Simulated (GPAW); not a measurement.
## Antimonene monolayer: simulated STM images

Wanted: filled- and empty-state images of antimonene monolayer, with its work function.

Main program and level: GPAW 26.7.0; GPAW, PAW setups; layer in a repeated cell with vacuum, relaxation of atoms and in-plane cell, in the first sound run; inputs show where later runs differ.

## Step 1: The structure

The cell holds 2 atoms: 2 Sb. Its edges and angles: a = 4.120 Å, b = 4.120 Å, c = 15.650 Å, α = 90.0°, β = 90.0°, γ = 120.0°. Vacuum lies along c.

## Step 2: Relaxation

The atoms are relaxed first, since the surface dipole, and with it the work function, follows the positions of the outer layers.

The input, run.py:

```python
import json
import numpy as np
from ase import Atoms
from ase.filters import FrechetCellFilter
from ase.optimize import BFGS
from gpaw import GPAW, PW

slab = Atoms(
    ['Sb', 'Sb'],
    positions=[
        [2.06000, 1.18934, 7.00000],
        [-0.00000, 2.37868, 8.65000]],
    cell=[[4.12, 0.0, 0.0], [-2.06, 3.56802, 0.0], [0.0, 0.0, 15.65]],
    pbc=[True, True, True])

slab.calc = GPAW(mode=PW(600), xc='PBE', kpts={'size': (9, 9, 1), 'gamma': True},
                 occupations={'name': 'fermi-dirac', 'width': 0.05}, nbands='160%',
                 convergence={'density': 1e-05}, maxiter=200,
                 symmetry={'tolerance': 1e-3}, txt='slab.txt')
result = {}
# The in-plane cell is free; stress needs a cell that repeats along all three vectors
path = []
opt = BFGS(FrechetCellFilter(slab, mask=[1, 1, 0, 0, 0, 1]), maxstep=0.2)
opt.attach(lambda: path.append((slab.get_potential_energy(), slab.positions.tolist(), slab.get_forces().tolist())))
result['relaxed'] = bool(opt.run(fmax=0.02, steps=45))
result['path'] = path
result['cell'] = slab.cell.tolist()
print('in-plane lattice', slab.cell.cellpar().round(4)[[0, 1, 5]])
energy = slab.get_potential_energy()
fermi = slab.calc.get_fermi_level()
v = slab.calc.get_electrostatic_potential().mean((0, 1)) - fermi
n = slab.calc.get_pseudo_density().mean((0, 1))
L = slab.cell[2, 2]
z = np.arange(len(v)) * L / len(v)
low, high = slab.positions[:, 2].min(), slab.positions[:, 2].max()
below, above = np.interp([low - 4.8, high + 4.8], z, v)
slopes = [np.interp(x, z, np.gradient(v, z)) for x in (low - 4.8, high + 4.8)]
eps = np.array([[slab.calc.get_eigenvalues(k, s) for k in range(len(slab.calc.get_ibz_k_points()))]
                for s in range(slab.calc.get_number_of_spins())]) - fermi
top, bottom = eps[eps < 0].max(), eps[eps > 0].min()
dipole = slab.get_dipole_moment()[2]
print(f'energy {energy:.4f} eV, Fermi level {fermi:.4f} eV, dipole {dipole:.5f} e A')
print(f'potential 4.8 A off the faces, from the Fermi level: lower {below:.4f} eV, upper {above:.4f} eV')
print(f'slope of the potential there: lower {slopes[0]:.5f}, upper {slopes[1]:.5f} eV/A')
print(f'nearest levels on the mesh: {top:.4f} and {bottom:.4f} eV')
print('magnetic moment', round(slab.get_magnetic_moment(), 3))
result.update(energy=energy, fermi=fermi, dipole=dipole, below=below, above=above, slopes=slopes, edges=[top, bottom],
              z=z.tolist(), v=v.tolist(), n=n.tolist(), positions=slab.positions.tolist(),
              forces=slab.get_forces(apply_constraint=False).tolist(), moments=slab.get_magnetic_moments().tolist())
json.dump(result, open('result.json', 'w'))
```

Run with:

```bash
$ OMP_NUM_THREADS=1 OPENBLAS_NUM_THREADS=1 python run.py
```

What it wrote:

```text
Step          Energy          fmax
BFGS:    0       -8.661943        0.155798
BFGS:    1       -8.662710        0.108247
BFGS:    2       -8.663401        0.002729
in-plane lattice [  4.1115   4.1115 120.    ]
energy -8.6634 eV, Fermi level -1.3113 eV, dipole 0.00007 e A
potential 4.8 A off the faces, from the Fermi level: lower 4.2319 eV, upper 4.2319 eV
slope of the potential there: lower -0.00053, upper 0.00053 eV/A
nearest levels on the mesh: -0.6221 and 0.6782 eV
magnetic moment 0.0
```

It took 75 s on 1 thread of Arm Neoverse V2, shared host; peak memory 0.3 GiB.

This step gave:

| Property | Result |
| --- | --- |
| dipole along the normal | 6.63e-5 e·Å |
| levels nearest the Fermi level on the mesh | -0.6221, 0.6782 eV from the Fermi level |

Table of electrostatic potential energy of an electron (without an applied field's), less the Fermi level, planar mean by z:

```
z (Å)  electrostatic potential energy of an electron (without an applied field's), less the Fermi level, planar mean (eV)
  0.0                                                                                                                4.23
  0.5                                                                                                                4.23
  1.0                                                                                                                4.23
  1.5                                                                                                                4.23
  2.0                                                                                                                4.23
  2.5                                                                                                                4.23
  3.0                                                                                                                4.23
  3.5                                                                                                                4.23
  4.0                                                                                                                4.21
  4.5                                                                                                                4.17
  5.0                                                                                                                4.00
  5.5                                                                                                                3.38
  6.0                                                                                                                1.18
  6.5                                                                                                               -5.74
  7.0                                                                                                               -13.9
  7.5                                                                                                               -7.80
  8.0                                                                                                               -5.94
  8.5                                                                                                               -13.2
  9.0                                                                                                               -8.94
  9.5                                                                                                              -0.220
 10.0                                                                                                                2.98
 10.5                                                                                                                3.89
 11.0                                                                                                                4.14
 11.5                                                                                                                4.21
 12.0                                                                                                                4.22
 12.5                                                                                                                4.23
 13.0                                                                                                                4.23
 13.5                                                                                                                4.23
 14.0                                                                                                                4.23
 14.5                                                                                                                4.23
 15.0                                                                                                                4.23
 15.5                                                                                                                4.23
```

Pseudo valence density, planar mean against z:

```
z (Å)  pseudo valence density, planar mean (e/Å³)
  3.0                                      5.2e-5
  3.5                                      1.8e-4
  4.0                                      6.5e-4
  4.5                                     0.00238
  5.0                                     0.00882
  5.5                                      0.0318
  6.0                                       0.104
  6.5                                       0.361
  7.0                                        1.06
  7.5                                       0.440
  8.0                                       0.338
  8.5                                       0.981
  9.0                                       0.567
  9.5                                       0.146
 10.0                                      0.0460
 10.5                                      0.0131
 11.0                                     0.00355
 11.5                                      9.6e-4
 12.0                                      2.7e-4
 12.5                                      7.5e-5
```

The relaxation lowered the energy of the cell by 0.00146 eV (energies extrapolated to zero smearing; the optimiser's log prints free energies). The largest force left on a free atom is 7.2e-4 eV/Å.

[end of part 1 of 2]

[Logs are printed without paths, hosts, clocks, repeated set-up lines and the standing remarks that a program may print on its own settings, such as how far it seeks lower states.]

[Hosts, paths, dates, database ids (printed as entryN), source tags and the programs' standing remarks are cut or masked in the printed files.]
